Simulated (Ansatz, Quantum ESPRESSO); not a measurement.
# Al: work function by face, part 2 of 6

Which face of Al holds its electrons most tightly, and does packing explain the order?

Quantum ESPRESSO 7.5; plane-wave DFT, PBE, PseudoDojo norm-conserving pseudopotentials; geometry and cross-check by Ansatz 0.2.0 with PAW datasets.

So far. Step 2 (Relaxation with Ansatz of (111)):  Held were the atoms numbered 3; the forces quoted are those on the free ones.

**3. Self-consistent run of (111), PBE**

Both faces of the slab are alike, so a plain periodic cell serves and symmetry is kept.

Level of this step: plane-wave DFT, PBE, PseudoDojo norm-conserving pseudopotentials (Quantum ESPRESSO 7.5).

111.pbe.in reads:

```
&control
  prefix = '111.pbe'
  outdir = './out'
  pseudo_dir = './pseudo'
  calculation = 'scf'
  tprnfor = .true.
/
&system
  ibrav = 0
  nat = 5
  ntyp = 1
  ecutwfc = 32
  ecutrho = 128
  occupations = 'smearing'
  smearing = 'mv'
  degauss = 0.02
/
&electrons
  conv_thr = 1e-07
  mixing_beta = 0.4
  electron_maxstep = 120
  mixing_mode = 'local-TF'
/
ATOMIC_SPECIES
  Al  26.9815  Al.dojo-sr-pbe-0.4.1-standard.upf
CELL_PARAMETERS angstrom
  2.86378246382125 0.00000000000000 0.00000000000000
  1.43189123191063 2.48010836458159 0.00000000000000
  0.00000000000000 0.00000000000000 25.35307436090000
ATOMIC_POSITIONS crystal
  Al  0.666666666667 0.666666666667 0.315005920716
  Al  0.000000000000 0.000000000000 0.408102119619
  Al  0.333333333333 0.333333333333 0.500000000000
  Al  0.666666666667 0.666666666667 0.591897842515
  Al  0.000000000000 -0.000000000000 0.684994194925
K_POINTS automatic
  12 12 1 0 0 0
```

Launch:

```sh
OMP_NUM_THREADS=1 mpirun -n 2 pw.x -nk 2 -in 111.pbe.in > 111.pbe.out
```

The program printed:

```text
Program PWSCF v.7.5 starts
[citation notice left out]

     Parallel version (MPI & OpenMP), running on       2 processor cores
     Number of MPI processes:                 2
     Threads/MPI process:                     1

     MPI processes distributed on     1 nodes
[...]
Current dimensions of program PWSCF are:
     Max number of different atomic species (ntypx) = 10
     Max number of k-points (npk) =  40000
     Max angular momentum in pseudopotentials (lmaxx) =  4
     Message from routine setup:
     using ibrav=0 with symmetry is DISCOURAGED, use correct ibrav instead

     K-points division:     npool     =       2
     Subspace diagonalization in iterative solution of the eigenvalue problem:
     a serial algorithm will be used

     G-vector sticks info
     --------------------
     sticks:   dense  smooth     PW     G-vecs:    dense   smooth      PW
     Sum         253     253     85                29669    29669    5787

     Using Slab Decomposition

     bravais-lattice index     =            0
     lattice parameter (alat)  =       5.4118  a.u.
     unit-cell volume          =    1215.1724 (a.u.)^3
     number of atoms/cell      =            5
     number of atomic types    =            1
     number of electrons       =        15.00
     number of Kohn-Sham states=           12
     kinetic-energy cutoff     =      32.0000  Ry
     charge density cutoff     =     128.0000  Ry
     scf convergence threshold =      1.0E-07
     mixing beta               =       0.4000
     number of iterations used =            8  local-TF  mixing
     Exchange-correlation= PBE
                           (   1   4   3   4   0   0   0)

     celldm(1)=   5.411765  celldm(2)=   0.000000  celldm(3)=   0.000000
     celldm(4)=   0.000000  celldm(5)=   0.000000  celldm(6)=   0.000000

     crystal axes: (cart. coord. in units of alat)
               a(1) = (   1.000000   0.000000   0.000000 )
               a(2) = (   0.500000   0.866025   0.000000 )
               a(3) = (   0.000000   0.000000   8.853003 )

     reciprocal axes: (cart. coord. in units 2 pi/alat)
               b(1) = (  1.000000 -0.577350  0.000000 )
               b(2) = (  0.000000  1.154701  0.000000 )
               b(3) = (  0.000000  0.000000  0.112956 )

     PseudoPot. # 1 for Al read from file:
     ./pseudo/Al.dojo-sr-pbe-0.4.1-standard.upf
     Pseudo is Norm-conserving + core correction, Zval =  3.0
     Generated using ONCVPSP code by D. R. Hamann
     Using radial grid of 1876 points,  6 beta functions with:
                l(1) =   0
                l(2) =   0
                l(3) =   1
                l(4) =   1
                l(5) =   2
                l(6) =   2

     atomic species   valence    mass     pseudopotential
     Al                3.00    26.98150     Al( 1.00)

     12 Sym. Ops., with inversion, found ( 6 have fractional translation)

   Cartesian axes

     site n.     atom                  positions (alat units)
         1        Al     tau(   1) = (   1.0000000   0.5773503   2.7887483  )
         2        Al     tau(   2) = (   0.0000000   0.0000000   3.6129292  )
         3        Al     tau(   3) = (   0.5000000   0.2886751   4.4265014  )
         4        Al     tau(   4) = (   1.0000000   0.5773503   5.2400733  )
         5        Al     tau(   5) = (   0.0000000   0.0000000   6.0642556  )

     number of k points=    19  Marzari-Vanderbilt smearing, width (Ry)=  0.0200
                       cart. coord. in units 2pi/alat
        k(    1) = (   0.0000000   0.0000000   0.0000000), wk =   0.0138889
        k(    2) = (   0.0000000   0.0962250   0.0000000), wk =   0.0833333
        k(    3) = (   0.0000000   0.1924501   0.0000000), wk =   0.0833333
        k(    4) = (   0.0000000   0.2886751   0.0000000), wk =   0.0833333
        k(    5) = (   0.0000000   0.3849002   0.0000000), wk =   0.0833333
        k(    6) = (   0.0000000   0.4811252   0.0000000), wk =   0.0833333
        k(    7) = (   0.0000000  -0.5773503   0.0000000), wk =   0.0416667
        k(    8) = (   0.0833333   0.1443376   0.0000000), wk =   0.0833333
        k(    9) = (   0.0833333   0.2405626   0.0000000), wk =   0.1666667
        k(   10) = (   0.0833333   0.3367877   0.0000000), wk =   0.1666667
[...]
k(   19) = (   0.3333333  -0.5773503   0.0000000), wk =   0.0277778

     Dense  grid:    29669 G-vectors     FFT dimensions: (  24,  24, 180)

     Estimated max dynamical RAM per process >      45.96 MB

     Estimated total dynamical RAM >      84.68 MB

     Initial potential from superposition of free atoms

     starting charge      14.9878, renormalised to      15.0000

     negative rho (up, down):  1.670E-05 0.000E+00
     Starting wfcs are   20 randomized atomic wfcs

     total cpu time spent up to now is        1.4 secs

     per-process dynamical memory:    34.2 Mb

     Self-consistent Calculation

     iteration #  1     ecut=    32.00 Ry     beta= 0.40
     Davidson diagonalization with overlap
     ethr =  1.00E-02,  avg # of iterations =  4.3

     total cpu time spent up to now is        2.4 secs

     total energy              =     -23.13379704 Ry
     estimated scf accuracy    <       0.35109451 Ry

     iteration #  2     ecut=    32.00 Ry     beta= 0.40
[...]
total energy              =     -23.10159427 Ry
     estimated scf accuracy    <       0.22321375 Ry

     iteration #  3     ecut=    32.00 Ry     beta= 0.40
[...]
total energy              =     -23.12131918 Ry
     estimated scf accuracy    <       0.01726430 Ry

     iteration #  4     ecut=    32.00 Ry     beta= 0.40
[...]
total energy              =     -23.12259966 Ry
     estimated scf accuracy    <       0.02076883 Ry

     iteration #  5     ecut=    32.00 Ry     beta= 0.40
[...]
total energy              =     -23.12268028 Ry
     estimated scf accuracy    <       0.00931231 Ry

     iteration #  6     ecut=    32.00 Ry     beta= 0.40
[...]
total energy              =     -23.12136002 Ry
     estimated scf accuracy    <       0.00534662 Ry

     iteration #  7     ecut=    32.00 Ry     beta= 0.40
[...]
negative rho (up, down):  1.781E-03 0.000E+00

[...]
total energy              =     -23.12144995 Ry
     estimated scf accuracy    <       0.00097983 Ry

     iteration #  8     ecut=    32.00 Ry     beta= 0.40
[...]
negative rho (up, down):  6.168E-03 0.000E+00

[...]
total energy              =     -23.12153005 Ry
     estimated scf accuracy    <       0.00183858 Ry

     iteration #  9     ecut=    32.00 Ry     beta= 0.40
[...]
c_bands:  1 eigenvalues not converged
[...]
negative rho (up, down):  9.665E-04 0.000E+00

[...]
total energy              =     -23.12160819 Ry
     estimated scf accuracy    <       0.00005284 Ry

     iteration # 10     ecut=    32.00 Ry     beta= 0.40
[...]
negative rho (up, down):  2.102E-04 0.000E+00

[...]
total energy              =     -23.12160177 Ry
     estimated scf accuracy    <       0.00014130 Ry

     iteration # 11     ecut=    32.00 Ry     beta= 0.40
[...]
negative rho (up, down):  7.704E-05 0.000E+00

[...]
total energy              =     -23.12161133 Ry
     estimated scf accuracy    <       0.00000247 Ry

     iteration # 12     ecut=    32.00 Ry     beta= 0.40
[...]
negative rho (up, down):  3.983E-06 0.000E+00

[...]
total energy              =     -23.12161179 Ry
     estimated scf accuracy    <       0.00000041 Ry

     iteration # 13     ecut=    32.00 Ry     beta= 0.40
[...]
End of self-consistent calculation

          k = 0.0000 0.0000 0.0000 (  3675 PWs)   bands (ev):

    -9.3852  -8.6700  -7.5725  -6.0841  -4.1679  -2.1216   0.2973   2.6480
     4.4927   5.4737   5.6916   7.1992

          k = 0.0000 0.0962 0.0000 (  3675 PWs)   bands (ev):

    -9.2184  -8.5038  -7.4073  -5.9200  -4.0040  -1.9650   0.4536   2.8019
     4.6505   5.6362   5.8548   7.3499

          k = 0.0000 0.1925 0.0000 (  3683 PWs)   bands (ev):

    -8.7192  -8.0064  -6.9128  -5.4290  -3.5143  -1.4958   0.9174   3.2488
     5.0930   6.0802   6.3044   6.7668

          k = 0.0000 0.2887 0.0000 (  3718 PWs)   bands (ev):

    -7.8909  -7.1813  -6.0926  -4.6154  -2.7065  -0.7181   1.6492   3.4440
     4.2515   4.3930   5.3673   5.9968

          k = 0.0000 0.3849 0.0000 (  3700 PWs)   bands (ev):

    -6.7392  -6.0341  -4.9532  -3.4883  -1.6055   0.2968   0.9726   1.6843
     2.6883   2.9934   4.1058   5.2344

          k = 0.0000 0.4811 0.0000 (  3714 PWs)   bands (ev):

    -5.2721  -4.5740  -3.5072  -2.0864  -1.4503  -0.8548  -0.0608   0.5159
     1.8156   1.8460   3.6484   4.2791

[...]
the Fermi energy is     1.4725 ev

!    total energy              =     -23.12161188 Ry
     estimated scf accuracy    <       0.00000004 Ry
     smearing contrib. (-TS)   =      -0.00027145 Ry
     internal energy E=F+TS    =     -23.12134043 Ry

     The total energy is F=E-TS. E is the sum of the following terms:
     one-electron contribution =    -245.30399237 Ry
     hartree contribution      =     126.44047371 Ry
     xc contribution           =     -10.64546083 Ry
     ewald contribution        =     106.38763906 Ry

     convergence has been achieved in  13 iterations

     Forces acting on atoms (cartesian axes, Ry/au):

     atom    1 type  1   force =    -0.00000000   -0.00000000    0.00009724
     atom    2 type  1   force =    -0.00000000   -0.00000000   -0.00004220
     atom    3 type  1   force =     0.00000000    0.00000000    0.00000000
     atom    4 type  1   force =     0.00000000    0.00000000    0.00004220
     atom    5 type  1   force =     0.00000000   -0.00000000   -0.00009724

     Total force =     0.000150     Total SCF correction =     0.000251
     SCF correction compared to forces is large: reduce conv_thr to get better values

[...]
=------------------------------------------------------------------------------=
   JOB DONE.
=------------------------------------------------------------------------------=
```

The job ended after 12 s (2 MPI ranks of Intel Xeon Platinum 8375C at 2.90GHz (Ice Lake), shared host; peak memory 0.17 GiB).

Read from the output:

```
free energy  : -314.5856 eV
Fermi energy : 1.472 eV
```

**4. Potential by pp.x of (111)**

The vacuum level is read from the electrostatic potential (plot_num = 11), averaged over planes.

111.pbe.pot.in reads:

```
&inputpp
  prefix = '111.pbe'
  outdir = './out'
  filplot = '111.pbe.pot.dat'
  plot_num = 11
/
```

Launch:

```sh
OMP_NUM_THREADS=1 mpirun -n 2 pp.x -in 111.pbe.pot.in > 111.pbe.pot.out
```

The program printed:

```text
[banner, memory and clock lines left out]
Program POST-PROC v.7.5 starts

          URL

     ./out/111.pbe.save/

     IMPORTANT: XC functional enforced from input :
     Exchange-correlation= PBE
                           (   1   4   3   4   0   0   0)
     Any further DFT definition will be discarded
     Please, verify this is what you really want

     Calling punch_plot, plot_num =  11
     Writing data to file  111.pbe.pot.dat
     Message from routine chdens:
     namelist plot not found or invalid, exiting
```

Wall time 1.1 s (2 MPI ranks); peak memory 0.09 GiB; 1.9 s of CPU time.

This step gave:

- work function of the upper face: 4.104 eV
- slope of the potential above: 1.56e-4 eV/Å
- upper vacuum line continued to the top atoms, over the Fermi level: 4.103 eV
- work function of the lower face: 4.104 eV
- slope of the potential below: -1.86e-4 eV/Å
- lower vacuum line continued to the bottom atoms, over the Fermi level: 4.103 eV

The potential energy, planar mean oscillates, so the rows of the table below give means over windows of 2.39 Å about each position, cut where the curve ends. Its maxima inside the range that stand out by 2 % of the span (Å: eV): 9.2: -0.385, 11.5: -0.548, 13.8: -0.548, 16.2: -0.385. Its minima: 8.0: -14.7, 10.3: -14.6, 12.7: -14.8, 15.1: -14.6, 17.3: -14.7.

Electrostatic potential energy of an electron; zero at the Fermi level. Table of potential energy, planar mean by z; means over each step:

| z (Å) | potential energy, planar mean (eV) |
| --- | --- |
| 1.20 | 4.10 |
| 3.58 | 4.10 |
| 5.97 | 2.98 |
| 8.36 | -6.70 |
| 10.75 | -6.80 |
| 13.14 | -6.83 |
| 15.53 | -6.76 |
| 17.92 | -5.45 |
| 20.31 | 3.99 |
| 22.70 | 4.10 |
| 25.09 | 4.10 |

**5. SCF with pw.x of (111), LDA**

The same atoms under a second functional.

Level of this step: plane-wave DFT, LDA, PseudoDojo norm-conserving pseudopotentials (Quantum ESPRESSO 7.5).

111.lda.in is the input of step 3 with these lines changed:

```diff
@@ -1,3 +1,3 @@
 &control
-  prefix = '111.pbe'
+  prefix = '111.lda'
   outdir = './out'
@@ -24,3 +24,3 @@
 ATOMIC_SPECIES
-  Al  26.9815  Al.dojo-sr-pbe-0.4.1-standard.upf
+  Al  26.9815  Al.dojo-sr-lda-0.4.1-standard.upf
 CELL_PARAMETERS angstrom
```

Launch:

```sh
OMP_NUM_THREADS=1 mpirun -n 2 pw.x -nk 2 -in 111.lda.in > 111.lda.out
```

The program printed:

```text
[banner, memory and clock lines left out]
Program PWSCF v.7.5 starts
[...]
Message from routine setup:
[...]
number of electrons       =        15.00
     number of Kohn-Sham states=           12
     kinetic-energy cutoff     =      32.0000  Ry
     charge density cutoff     =     128.0000  Ry
[...]
number of k points=    19  Marzari-Vanderbilt smearing, width (Ry)=  0.0200
[...]
Dense  grid:    29669 G-vectors     FFT dimensions: (  24,  24, 180)
[...]
negative rho (up, down):  1.796E-05 0.000E+00
     Starting wfcs are   20 randomized atomic wfcs
[...]
estimated scf accuracy    <       0.36120457 Ry
[...]
estimated scf accuracy    <       0.22829408 Ry
[...]
estimated scf accuracy    <       0.01764552 Ry
[...]
estimated scf accuracy    <       0.02099423 Ry
[...]
estimated scf accuracy    <       0.00873739 Ry
[...]
estimated scf accuracy    <       0.00455714 Ry
[...]
negative rho (up, down):  5.199E-03 0.000E+00
[...]
estimated scf accuracy    <       0.00102712 Ry
[...]
negative rho (up, down):  5.755E-03 0.000E+00
[...]
estimated scf accuracy    <       0.00153356 Ry
[...]
negative rho (up, down):  1.364E-03 0.000E+00
[...]
estimated scf accuracy    <       0.00005812 Ry
[...]
negative rho (up, down):  1.795E-04 0.000E+00
[...]
estimated scf accuracy    <       0.00018280 Ry
[...]
negative rho (up, down):  6.058E-05 0.000E+00
[...]
estimated scf accuracy    <       0.00000068 Ry
[...]
negative rho (up, down):  2.056E-05 0.000E+00
[...]
estimated scf accuracy    <       0.00000011 Ry
[...]
the Fermi energy is     1.2921 ev
!    total energy              =     -23.56304504 Ry
     estimated scf accuracy    <       0.00000004 Ry
     smearing contrib. (-TS)   =      -0.00051999 Ry
     internal energy E=F+TS    =     -23.56252505 Ry
[...]
one-electron contribution =    -245.49145069 Ry
     hartree contribution      =     126.46676613 Ry
     xc contribution           =     -10.92547955 Ry
     ewald contribution        =     106.38763906 Ry
     convergence has been achieved in  13 iterations
[...]
Total force =     0.008180     Total SCF correction =     0.000306
[...]
```

It took 12 s on 2 MPI ranks; peak memory 0.17 GiB; 24 s of CPU time.

Read from the output:

| Quantity | Value |
| --- | --- |
| free energy | -320.5916 eV |
| Fermi energy | 1.292 eV |

**6. Potential by pp.x of (111)**

111.lda.pot.in reads:

```
&inputpp
  prefix = '111.lda'
  outdir = './out'
  filplot = '111.lda.pot.dat'
  plot_num = 11
/
```

Launch:

```sh
OMP_NUM_THREADS=1 mpirun -n 2 pp.x -in 111.lda.pot.in > 111.lda.pot.out
```

Wall time 1.2 s (2 MPI ranks); peak memory 0.1 GiB; 2 s of CPU time.

Read from the output:

* work function of the upper face: 4.266 eV
* slope of the potential above: 2.99e-4 eV/Å
* upper vacuum line continued to the top atoms, over the Fermi level: 4.265 eV
* work function of the lower face: 4.266 eV
* slope of the potential below: -2.24e-4 eV/Å
* lower vacuum line continued to the bottom atoms, over the Fermi level: 4.265 eV

On (111) the work function under LDA lies +0.16 eV from PBE's.

(Part 2 of 6 ends here.)

[Logs are printed without paths, hosts, clocks, repeated set-up lines and the standing remarks that a program may print on its own settings, such as how far it seeks lower states.]

[Hosts, paths, dates, database ids (printed as entryN), source tags and the programs' standing remarks are cut or masked in the printed files.]

[Maps of the electrostatic potential energy from Ansatz leave out the sawtooth potential of an applied field or a dipole correction, so their vacuum need not be flat; planar profiles and work functions include it.]
